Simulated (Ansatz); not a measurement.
## NaSnF3 (model cell, started as cubic perovskite with Sn in the octahedra): a soft mode frozen in

Aim: this structure of NaSnF3 (model cell, started as cubic perovskite with Sn in the octahedra) is to be tested for unstable modes, and one is followed downhill.

Main program and level: Ansatz 0.2.0; DFT LDA, scalar-relativistic, plane waves, PAW; PAW set soft_1.

The structure was built from a prototype and need not be the compound's stable phase.

**1. Starting point**

The structure is cubic, space group Pm-3m (No. 221). The conventional cell has a = 4.550 Å, b = 4.550 Å, c = 4.550 Å, α = 90.00°, β = 90.00°, γ = 90.00°. Nearest to Na lie 12 F at 3.22 Å. Nearest to Sn lie 6 F at 2.27 Å. F has 2 Sn at 2.27 Å nearest. Farther neighbours and most contacts between anions are not listed.

**2. The dispersion**

The cell comes from relaxations at this level that are not shown. Stability and thermal properties need the whole zone. Linear response on a 2×2×2 q mesh gives force constants as far as a supercell of that size would, and the tensors from the zone-centre run are typed in so that the long-range dipole term is interpolated apart.

input.yaml

```yaml
crystal:
  lattice:
    - [4.549909941, 0.0, 0.0]
    - [0.0, 4.549909941, 0.0]
    - [0.0, 0.0, 4.549909941]
  atoms:
    - { symbol: Na, position: [0.0, 0.0, 0.0] }
    - { symbol: Sn, position: [0.5, 0.5, 0.5] }
    - { symbol: F, position: [0.5, 0.5, 0.0] }
    - { symbol: F, position: [0.5, 0.0, 0.5] }
    - { symbol: F, position: [0.0, 0.5, 0.5] }
kpoints:
  mp_grid: { grid: [12, 12, 12] }
hamiltonian:
  xc: lda
  pseudopotentials: { kind: paw, azcp: { folder: soft_1 }, xc_functional: pbe }
scf:
  occupations: { method: fixed }
output:
  eigenvalues: true
phonons:
  method: dfpt
  qmesh: [2, 2, 2]
  temperatures: { t_max: 1000, t_step: 50 }
  qpath:
    path:
      - [[0.0, 0.0, 0.0], [0.0, 0.5, 0.0], [0.5, 0.5, 0.0], [0.0, 0.0, 0.0], [0.5, 0.5, 0.5], [0.0, 0.5, 0.0]]
      - [[0.5, 0.5, 0.5], [0.5, 0.5, 0.0]]
    npoints: 10
  non_analytic_term:
    high_frequency_dielectric_tensor: [[4.0829, 0.0, 0.0], [0.0, 4.0829, 0.0], [0.0, 0.0, 4.0829]]
    born_effective_charges:
      - { species: Na, tensor: [[1.2732, 0.0, 0.0], [0.0, 1.2732, 0.0], [0.0, 0.0, 1.2732]] }
      - { species: Sn, tensor: [[3.4305, 0.0, 0.0], [0.0, 3.4305, 0.0], [0.0, 0.0, 3.4305]] }
      - { species: F, tensor: [[-0.2891, 0.0, 0.0], [0.0, -0.2891, 0.0], [0.0, 0.0, -4.1255]] }
      - { species: F, tensor: [[-0.2891, 0.0, 0.0], [0.0, -4.1255, 0.0], [0.0, 0.0, -0.2891]] }
      - { species: F, tensor: [[-4.1255, 0.0, 0.0], [0.0, -0.2891, 0.0], [0.0, 0.0, -0.2891]] }
    source: "zone-centre run at this cell"
```

On the command line:

```sh
ansatz run input.yaml --threads 4 --pin off --max-ram 16384MiB --backend cpu --events-out ev --progress --plain --runs-dir out
```

Numbers of over 12 decimals in the logs are rounded to 6 here.

Log:

```text
Engine: ansatz 0.2.0, aarch64-unknown-linux-gnu
Pseudopotentials: kind: paw
Pseudopotential: Na, paw, valence charge 9, recommended cutoff 420 eV (normal), soft_1/Na.paw.azcp
Pseudopotential: Sn, paw, valence charge 14, recommended cutoff 420 eV (normal), soft_1/Sn.paw.azcp
Pseudopotential: F, paw, valence charge 7, recommended cutoff 420 eV (normal), soft_1/F.paw.azcp
Functional definition: SPW92
  exchange = slater_x
  correlation = pw_c
Crystal: 5 atoms, lattice volume = 94.191 Å³
Basis set: ecut = 420 eV, 1839 PW (Γ), exchange–correlation on 64×64×64 points (8 copies of the dense FFT grid, shifted against one another)
Bands: 27, of which v1, the nominal top of the filled ones, is band 22 counted from 1 (21 counted from 0)
Symmetry: 48 space group operations
k-points: 84 of 1728
Non-local potential: Na, projectors of the file, l = 0: 3, l = 1: 2, l = 2: 1
Non-local potential: Sn, projectors of the file, l = 0: 2, l = 1: 2, l = 2: 2, l = 3: 1
Non-local potential: F, projectors of the file, l = 0: 2, l = 1: 2, l = 2: 1
PAW form: soft (Blöchl's): semilocal exchange-correlation on the pseudo side does not see the compensation charge
PAW frozen core: Na, regenerated for the run's functional, and the local potential with it (the file was generated under x = pbe(κ = 0.804, μ = 0.219515), c = pbe(β = 0.066725))
PAW frozen core: Sn, regenerated for the run's functional, and the local potential with it (the file was generated under x = pbe(κ = 0.804, μ = 0.219515), c = pbe(β = 0.066725))
PAW frozen core: F, regenerated for the run's functional, and the local potential with it (the file was generated under x = pbe(κ = 0.804, μ = 0.219515), c = pbe(β = 0.066725))
PAW one-centre angular grid: Na, 110 points (default); XC on 64 Gauss nodes
PAW one-centre angular grid: Sn, 590 points (default); XC on 64 Gauss nodes
PAW one-centre angular grid: F, 110 points (default); XC on 64 Gauss nodes
Initial density: superposition of atomic densities (chi_scale 0.1, normalization cell, long waves kept (reshape's long-wave potential 0.04 eV rms))
Initial wavefunctions: pseudopotential atomic-orbital guess
Functional: x = slater, c = lda
SCF iter   1: F=—  HF=-9734.843057 eV  |F-HF|=—  |Δ(HF+E_count)|=         —  Δρ=1.44e-1  dr2=1.59e1  ethr=3.10e-3  ⟨swp⟩=4.3  Hψ=9029  notcnv=0  defer=224
preconditioner: auto → Resta (q_TF=auto, 2.403 Å⁻¹)  ε∞=5.6  [insulator: Δε(μ)=0.011 eV  Ē_g=7.984 eV  n_scr=26 (ndim 8)  ℏωp=17.1 eV  f_vac=0.072  ε∞_Penn≈5.6]
SCF iter   2: F=—  HF=-9730.531059 eV  |F-HF|=—  |Δ(HF+E_count)|=    4.31e0  Δρ=5.58e-2  dr2=1.98e0  ethr=3.10e-3  ⟨swp⟩=3.1  Hψ=5782  notcnv=0  defer=197
SCF iter   3: F=—  HF=-9730.041442 eV  |F-HF|=—  |Δ(HF+E_count)|=   4.90e-1  Δρ=2.00e-2  dr2=5.33e-1  ethr=3.10e-3  ⟨swp⟩=2.0  Hψ=3930  notcnv=0  defer=145
SCF iter   4: F=—  HF=-9729.822917 eV  |F-HF|=—  |Δ(HF+E_count)|=   2.19e-1  Δρ=5.50e-3  dr2=5.63e-2  ethr=1.21e-3  ⟨swp⟩=2.6  Hψ=4180  notcnv=0  defer=241
SCF iter   5: F=—  HF=-9729.799384 eV  |F-HF|=—  |Δ(HF+E_count)|=   2.35e-2  Δρ=1.69e-3  dr2=3.33e-3  ethr=1.28e-4  ⟨swp⟩=3.0  Hψ=5038  notcnv=0  defer=244
SCF iter   6: F=—  HF=-9729.800128 eV  |F-HF|=—  |Δ(HF+E_count)|=   7.44e-4  Δρ=4.64e-4  dr2=1.72e-4  ethr=7.57e-6  ⟨swp⟩=2.4  Hψ=3283  notcnv=0  defer=245
SCF iter   7: F=—  HF=-9729.800167 eV  |F-HF|=—  |Δ(HF+E_count)|=   3.86e-5  Δρ=1.13e-4  dr2=1.24e-5  ethr=3.92e-7  ⟨swp⟩=2.0  Hψ=4165  notcnv=0  defer=241
SCF iter   8: F=—  HF=-9729.800172 eV  |F-HF|=—  |Δ(HF+E_count)|=   5.52e-6  Δρ=4.21e-5  dr2=2.19e-6  ethr=2.82e-8  ⟨swp⟩=2.0  Hψ=4000  notcnv=0  defer=91
SCF iter   9: F=—  HF=-9729.800172 eV  |F-HF|=—  |Δ(HF+E_count)|=   4.34e-7  Δρ=9.55e-6  dr2=1.52e-7  ethr=4.97e-9  ⟨swp⟩=2.0  Hψ=3437  notcnv=0  defer=87
SCF iter  10: F=—  HF=-9729.800172 eV  |F-HF|=—  |Δ(HF+E_count)|=   3.62e-8  Δρ=3.12e-6  dr2=8.46e-9  ethr=3.46e-10  ⟨swp⟩=3.0  Hψ=4464  notcnv=0  defer=87
SCF iter  11: F=—  HF=-9729.800172 eV  |F-HF|=—  |Δ(HF+E_count)|=   5.23e-9  Δρ=2.41e-6  dr2=3.44e-9  ethr=1.92e-11  ⟨swp⟩=2.0  Hψ=3697  notcnv=0  defer=87
SCF iter  12: F=—  HF=-9729.800172 eV  |F-HF|=—  |Δ(HF+E_count)|=  4.97e-10  Δρ=2.60e-7  dr2=5.57e-11  ethr=7.83e-12  ⟨swp⟩=2.0  Hψ=2959  notcnv=0  defer=87
SCF iter  13: F=-9729.800172 eV  HF=-9729.800172 eV  |F-HF|=0.00e0  |Δ(HF+E_count)|=  5.82e-11  Δρ=5.03e-8  dr2=1.61e-12  ethr=1.00e-12  ⟨swp⟩=13.0  Hψ=13231  notcnv=0
SCF 1 converged in 13 iterations: F = -9729.800172 eV  dr2 = 1.61e-12
  greatest PAW one-centre occupation: 0.999 electrons in one spin orbital (limit 2), on the Na atom at site 0 (counted from 0), in its partial waves of l = 0
NSCF: frozen V_eff on 84 k-points
NSCF: frozen V_eff on 343 k-points
DFPT response loops at q = (0, 0, 0) (fractional): preconditioner auto → none (the input reference at scf.mixing.eps_inf says where Resta's filter doesn't serve); β = 0.50; Broyden in place of MSR1
NSCF: frozen V_eff on 686 k-points
DFPT response loops at q = (0, 0, -0.5) (fractional): mixed as the last ones told, above
NSCF: frozen V_eff on 686 k-points
DFPT response loops at q = (0, -0.5, -0.5) (fractional): mixed as the last ones told, above
NSCF: frozen V_eff on 686 k-points
DFPT response loops at q = (-0.5, -0.5, -0.5) (fractional): mixed as the last ones told, above
SCF converged after 13 iterations
Free energy (F): -9729.800172 eV
Harris-Foulkes:  -9729.800172 eV  (|F-HF|=0.00e0)
Internal energy: -9729.800172 eV  (E = F + TS)
E sigma→0 (E₀):  -9729.800172 eV
Fermi energy:    5.735087 eV
--- Per-component energies (eV) ---
  E_band       = -513.096714
  E_kinetic    = 868.950391
  E_local      = -4791.218673  (includes V_loc(G=0)·N_el)
  E_nonlocal   = 695.984792
  E_hartree    = 1887.266340
  E_xc         = -387.277534
  E_vxc        = -420.823956  (∫ρ·V_xc dr)
  E_paw        = -5072.263814  (= ΣΔE_a)
  E_vpaw       = -640.524476  (= ΣTr[D̂ρ^β])
  E_aug_tail   = 0.002497  (compensation charges beyond the density's cutoff)
  E_ewald      = -2932.149706
  E_core_change = 0.905536  (= ΣΔE_core)
  E_smearing   = -0.000000  (= −TS)
  E_closure    = 0.000000  (closes the sum)
  Σ components = -9729.800172   (vs F -9729.800172, Δ=0.00e0)
--- Band table (eV; the first three rows and the last of 84) ---
  k-point 0: bands = [... 18 lower, -0.3025, -0.3025, -0.3025, -0.0703, 6.1678, 10.3164, 10.3164, 10.3164, ... 1 higher]
  k-point 1: bands = [... 18 lower, -0.3087, -0.3069, -0.3069, 0.2783, 6.2146, 10.0334, 10.3186, 10.3186, ... 1 higher]
  k-point 2: bands = [... 18 lower, -0.3250, -0.3155, -0.3155, 0.8530, 6.3362, 9.5246, 10.3254, 10.3254, ... 1 higher]
  k-point 83: bands = [... 18 lower, 0.0624, 0.0624, 0.0624, 5.7351, 7.2550, 7.2550, 7.2550, 8.1187, ... 1 higher]
--- Phonons (Γ-DFPT): 4 representative perturbations + reference (Σ response iterations 12) ---
  ASR residual: 4.542e-5 → 0.000e0 eV/Å²; symmetrization residual: 5.996e-6 eV/Å²
  ASR residual per site (eV/Å²): 4.54e-5 1.80e-5 2.79e-5 2.79e-5 2.79e-5
  Γ frequencies (cm⁻¹): -192.85 -192.85 -192.85 -99.82 -99.82 -99.82 -95.00 -95.00 -95.00 0.00 0.00 0.00 155.83 155.83 155.83
--- Phonons (arbitrary-q DFPT): 4 irreducible q on the 2×2×2 mesh ---
  q = [0.0000, 0.0000, 0.0000] (star 1, of the zone-centre solve; hermiticity 3.00e-6, symmetrization 3.71e-12): -192.85 -192.85 -192.85 -99.82 -99.82 -99.82 -95.00 -95.00 -95.00 -0.00 -0.00 0.00 155.83 155.83 155.83
  q = [0.0000, 0.0000, -0.5000] (star 3, 9 solved perturbations in 2646 linear systems a pass and spin channel, the states on 343 of 1728 k-point pairs; hermiticity 5.34e-7, symmetrization 2.68e-8): -164.33 -164.33 -124.55 -124.55 -94.54 -85.15 -54.85 -54.85 45.03 45.03 81.23 134.17 134.17 190.41 394.59
  q = [0.0000, -0.5000, -0.5000] (star 3, 9 solved perturbations in 2646 linear systems a pass and spin channel, the states on 343 of 1728 k-point pairs; hermiticity 4.16e-7, symmetrization 4.20e-9): -137.76 -137.76 -127.15 -115.32 -86.96 -79.86 -79.86 51.31 51.31 109.18 118.18 190.56 190.56 336.32 391.29
  q = [-0.5000, -0.5000, -0.5000] (star 1, 4 solved perturbations in 931 linear systems a pass and spin channel, the states on 343 of 1728 k-point pairs; hermiticity 7.51e-8, symmetrization 9.47e-10): -132.55 -132.55 -132.55 -127.63 -127.63 -127.63 150.06 150.06 150.06 167.24 167.24 167.24 336.14 336.14 377.56
  sum rule: each row above includes the acoustic sum rule's correction from the zone centre's row sums; it moved no ω² by more than (0.73 cm⁻¹)²
  mesh force constants: q→R imaginary residual 7.94e-18; ASR residual 4.542e-5 → 0.000e0 eV/Å²; symmetrization residual 7.105e-15 eV/Å²
  interpolated dispersion: 63 rows × 15 modes
  density of states and harmonic sums: on the 14×14×14 q-mesh, interpolated from the force constants of a 2×2×2 supercell (with the dipole–dipole term of supplied tensors)
  largest difference from the sums on the solved wave vectors: F 1.68e-1 eV, S 2.45e-4 and C_V 7.75e-5 eV/K
  zero-point energy: 0.082040 eV/cell   skipped modes (ω ≤ 0): 846, of them read as no rigid motion or as one in doubt: 843 (6.974e0 modes/cell left out, lowest -192.85 cm⁻¹)   left out of the sums: 4.65e-1 of the cell's modes: C_V's classical limit lies that fraction below 3 k_B per atom; for a crystal, a wire or a layer, F and S can be off by more, and a phonons.interpolated_qmesh denser along its periods is the remedy for the sampling
```

The job ended after 6.3 min (4 threads of Arm Neoverse V2, shared host; peak memory 2.1 GiB).

Numbers from this step:

```yaml
gap_on_the_k_mesh: 0.4327 eV
volume_per_atom: 18.84 Å³
sum_rule_residual_before_enforcement: 4.54e-5 eV/Å²
lowest_frequency_on_the_path: -192.9 cm⁻¹
point_group: m-3m
highest_frequency_on_the_path_or_at_a_solved_wavevector: 394.6 cm⁻¹
highest_optical_mode_at_the_zone_centre_no_lo_to_term: 155.8 cm⁻¹
lowest_optical_zone_centre_mode: -192.8 cm⁻¹
lowest_mode_on_the_q_mesh_acoustic_modes_at_gamma_apart: -192.8 cm⁻¹
```

Frequencies (cm⁻¹) solved at each irreducible wavevector; negative means imaginary. Frequencies by wavevector, by row:

| q in reciprocal lattice units | star | mode 1 | mode 2 | mode 3 | mode 4 | mode 13 | mode 14 | mode 15 |
| --- | --- | --- | --- | --- | --- | --- | --- | --- |
| 0 0 0 | 1 | -192.8 | -192.8 | -192.8 | -99.8 | 155.8 | 155.8 | 155.8 |
| 0 0 -0.5 | 3 | -164.3 | -164.3 | -124.5 | -124.5 | 134.2 | 190.4 | 394.6 |
| 0 -0.5 -0.5 | 3 | -137.8 | -137.8 | -127.2 | -115.3 | 190.6 | 336.3 | 391.3 |
| -0.5 -0.5 -0.5 | 1 | -132.6 | -132.6 | -132.6 | -127.6 | 336.1 | 336.1 | 377.6 |

Interpolated from a 2×2×2 q mesh, with the LO-TO term (at Γ the limit along the path; where Γ stands inside the path, tables give the limit on arrival). Phonon branches along the path, in cm⁻¹:

```csv
point,branch 1,branch 2,branch 3,branch 4,branch 12,branch 13,branch 14,branch 15
Γ,-193,-193,-178,-100,80,156,156,375
halfway,-181,-181,-137,-109,136,148,148,385
X,-164,-164,-125,-125,134,134,190,395
halfway,-146,-135,-126,-114,143,190,250,387
M,-138,-138,-127,-115,191,191,336,391
halfway,-167,-149,-110,-110,140,148,222,366
Γ,-193,-193,-178,-100,80,156,156,375
halfway,-141,-141,-116,-106,144,226,226,350
R,-132,-132,-132,-128,167,336,336,378
halfway,-131,-127,-123,-121,186,230,260,378
X,-164,-164,-125,-125,134,134,190,395
jump to R,-132,-132,-132,-128,167,336,336,378
halfway,-134,-134,-127,-116,183,239,336,381
M,-138,-138,-127,-115,191,191,336,391
```

Symmetry leaves 4 wavevectors to solve. The lowest mode among them, the acoustic zeros apart, lies at Γ and is imaginary, 192.8i cm⁻¹, so the energy falls along it.

**3. The mode frozen in, largest atomic shift 0 Å**

The mode followed lies at q = (0, 0, -0.5) with frequency 164.3i cm⁻¹ and is 2-fold degenerate, one of the unstable modes though not the softest. At small amplitude the distorted cell has space group no. 11 by a symmetry search on the positions. The undistorted cell that holds it gives the zero of energy on the same k mesh.

System of this step: NaSnF3 (model cell, started as cubic perovskite with Sn in the octahedra). The structure is cubic, space group Pm-3m (No. 221). The conventional cell has a = 4.550 Å, b = 4.550 Å, c = 4.550 Å, α = 90.00°, β = 90.00°, γ = 90.00°. Na has 12 F at 3.22 Å nearest. Nearest to Sn lie 6 F at 2.27 Å. Nearest to F lie 2 Sn at 2.27 Å. F has 2 Sn at 2.27 Å nearest. Farther neighbours and most contacts between anions are not listed.

input.yaml

```yaml
crystal:
  lattice:
    - [4.549909941, 0.0, 0.0]
    - [0.0, 4.549909941, 0.0]
    - [0.0, 0.0, 9.099819882]
  atoms:
    - { symbol: Na, position: [0.0, 0.0, 0.0] }
    - { symbol: Na, position: [0.0, 0.0, 0.5] }
    - { symbol: Sn, position: [0.5, 0.5, 0.25] }
    - { symbol: Sn, position: [0.5, 0.5, 0.75] }
    - { symbol: F, position: [0.5, 0.5, 0.0] }
    - { symbol: F, position: [0.5, 0.5, 0.5] }
    - { symbol: F, position: [0.5, 0.0, 0.25] }
    - { symbol: F, position: [0.5, 0.0, 0.75] }
    - { symbol: F, position: [0.0, 0.5, 0.25] }
    - { symbol: F, position: [0.0, 0.5, 0.75] }
kpoints:
  mp_grid: { grid: [8, 8, 4] }
hamiltonian:
  xc: lda
  pseudopotentials: { kind: paw, azcp: { folder: soft_1 }, xc_functional: pbe }
scf:
  occupations: { method: gaussian, width: 0.02 }
output:
  forces: true
  stress: true
  eigenvalues: true
```

Log:

```text
[...]
Crystal: 10 atoms, lattice volume = 188.382 Å³
Basis set: ecut = 420 eV, 3679 PW (Γ)
Bands: 54, of which v1, the nominal top of the filled ones, is band 44 counted from 1 (43 counted from 0)
Symmetry: 32 space group operations
[...]
k-points: 45 of 256
[...]
k-point 0: bands = [... 40 lower, -0.3022, -0.3022, -0.0701, 2.8577, 6.1678, 6.2674, 9.1080, 10.3166, ... 3 higher]
  k-point 1: bands = [... 40 lower, -0.3108, -0.3108, 0.5515, 2.4253, 6.2689, 6.4316, 8.8903, 9.7837, ... 3 higher]
  k-point 2: bands = [... 40 lower, -0.3207, -0.3207, 1.5036, 1.5036, 6.4655, 6.4655, 9.0789, 9.0789, ... 3 higher]
  k-point 44: bands = [... 40 lower, 0.0608, 0.0608, 4.8262, 4.8262, 7.2129, 7.2129, 7.2129, 7.2129, ... 3 higher]
[key lines of the parts left out:]
SCF converged after 11 iterations
Free energy (F): -19459.599581 eV
Fermi energy:    5.951662 eV
P = ⅓ Tr σ = -0.0031 GPa (-0.031 kbar)
```

It took 6.5 s on 4 threads; peak memory 0.68 GiB; 25 s of CPU time.

Numbers from this step:

```
pressure                         : -0.003114 GPa
gap on the k-mesh                : 0.4323 eV
energy from the undistorted cell : 0 meV/atom
```

At this level the gap is 0.43 eV on the k-mesh of the self-consistent run, which can miss the band edges.

**4. The mode frozen in, largest atomic shift 0.32 Å**

The atoms are moved along the unstable eigenvector, the largest shift by 0.32 Å, with the cell fixed.

input.yaml, the sections that differ from step 3:

```yaml
crystal:
  lattice:
    - [4.549909941, 0.0, 0.0]
    - [0.0, 4.549909941, 0.0]
    - [0.0, 0.0, 9.099819882]
  atoms:
    - { symbol: Na, position: [0.0, 0.0, 0.0] }
    - { symbol: Na, position: [0.0, 0.0, 0.5] }
    - { symbol: Sn, position: [0.4989181632, 0.5040203275, 0.25] }
    - { symbol: Sn, position: [0.5010818368, 0.4959796725, 0.75] }
    - { symbol: F, position: [0.5, 0.5, 0.0] }
    - { symbol: F, position: [0.5, 0.5, 0.5] }
    - { symbol: F, position: [0.5183091385, 0.0661595914, 0.25] }
    - { symbol: F, position: [0.4816908615, -0.0661595914, 0.75] }
    - { symbol: F, position: [-0.0178029977, 0.4319594855, 0.25] }
    - { symbol: F, position: [0.0178029977, 0.5680405145, 0.75] }
# kpoints, hamiltonian, scf, output: as in step 3
```

Log:

```text
[...]
Crystal: 10 atoms, lattice volume = 188.382 Å³
Basis set: ecut = 420 eV, 3679 PW (Γ)
Bands: 54, of which v1, the nominal top of the filled ones, is band 44 counted from 1 (43 counted from 0)
Symmetry: 4 space group operations
[...]
k-points: 102 of 256
[...]
k-point 0: bands = [... 40 lower, -0.2799, -0.1996, 0.5536, 2.9331, 6.2177, 6.3337, 9.2684, 9.9206, ... 3 higher]
  k-point 1: bands = [... 40 lower, -0.2481, -0.2051, 0.8869, 2.5212, 6.4138, 6.4154, 8.9861, 9.6277, ... 3 higher]
  k-point 2: bands = [... 40 lower, -0.2217, -0.2217, 1.6716, 1.6716, 6.5437, 6.5437, 9.0444, 9.0444, ... 3 higher]
  k-point 101: bands = [... 40 lower, 0.0638, 0.0638, 4.2147, 4.2147, 7.0296, 7.0296, 7.8041, 7.8041, ... 3 higher]
[key lines of the parts left out:]
SCF converged after 12 iterations
Free energy (F): -19459.721598 eV
Fermi energy:    5.585412 eV
P = ⅓ Tr σ = 0.5184 GPa (5.184 kbar)
```

Wall time 16 s (4 threads); peak memory 0.96 GiB.

Numbers from this step:

```
pressure                         : 0.5184 GPa
gap on the k-mesh                : 1.163 eV
energy from the undistorted cell : -12.20 meV/atom
```

The energy, extrapolated to zero smearing, is -12.20 meV/atom against the undistorted cell.

The run ends at a pressure of 0.52 GPa, with forces up to 1.0 eV/Å.

**5. Energy along the mode, all amplitudes (two of the runs are shown above)**

An imaginary frequency means negative curvature, so the energy should fall and then rise again as anharmonic terms take over.

Numbers from this step:

```yaml
depth_at_the_lowest_point_sampled: 12.20 meV/atom
largest_atomic_shift_at_that_point: 0.32 Å
```

Energy from the parent against largest atomic shift:

```csv
largest atomic shift (Å),energy from the parent (meV/atom)
0.000,0
0.040,-0.591
0.080,-2.27
0.140,-6.24
0.220,-11.8
0.320,-12.2
0.450,18.6
```

Displacement at unit largest shift by atom:

```
atom   x (Å)   y (Å)  z (Å)   size
 Na1   0.000   0.000  0.000  0.000
 Na2   0.000   0.000  0.000  0.000
 Sn3  -0.015   0.057  0.000  0.059
 Sn4   0.015  -0.057  0.000  0.059
  F5   0.000   0.000  0.000  0.000
  F6   0.000   0.000  0.000  0.000
  F7   0.260   0.941  0.000  0.976
  F8  -0.260  -0.941  0.000  0.976
  F9  -0.253  -0.967  0.000  1.000
 F10   0.253   0.967  0.000  1.000
```

The lowest of the steps tried is at 0.32 Å, 12.2 meV/atom below the parent; the bottom of the well need not coincide with a step.

(Part 1 of 3 ends here.)

[Logs are printed without paths, hosts, clocks, repeated set-up lines and the standing remarks that a program may print on its own settings, such as how far it seeks lower states.]

[Hosts, paths, dates, database ids (printed as entryN), source tags and the programs' standing remarks are cut or masked in the printed files.]
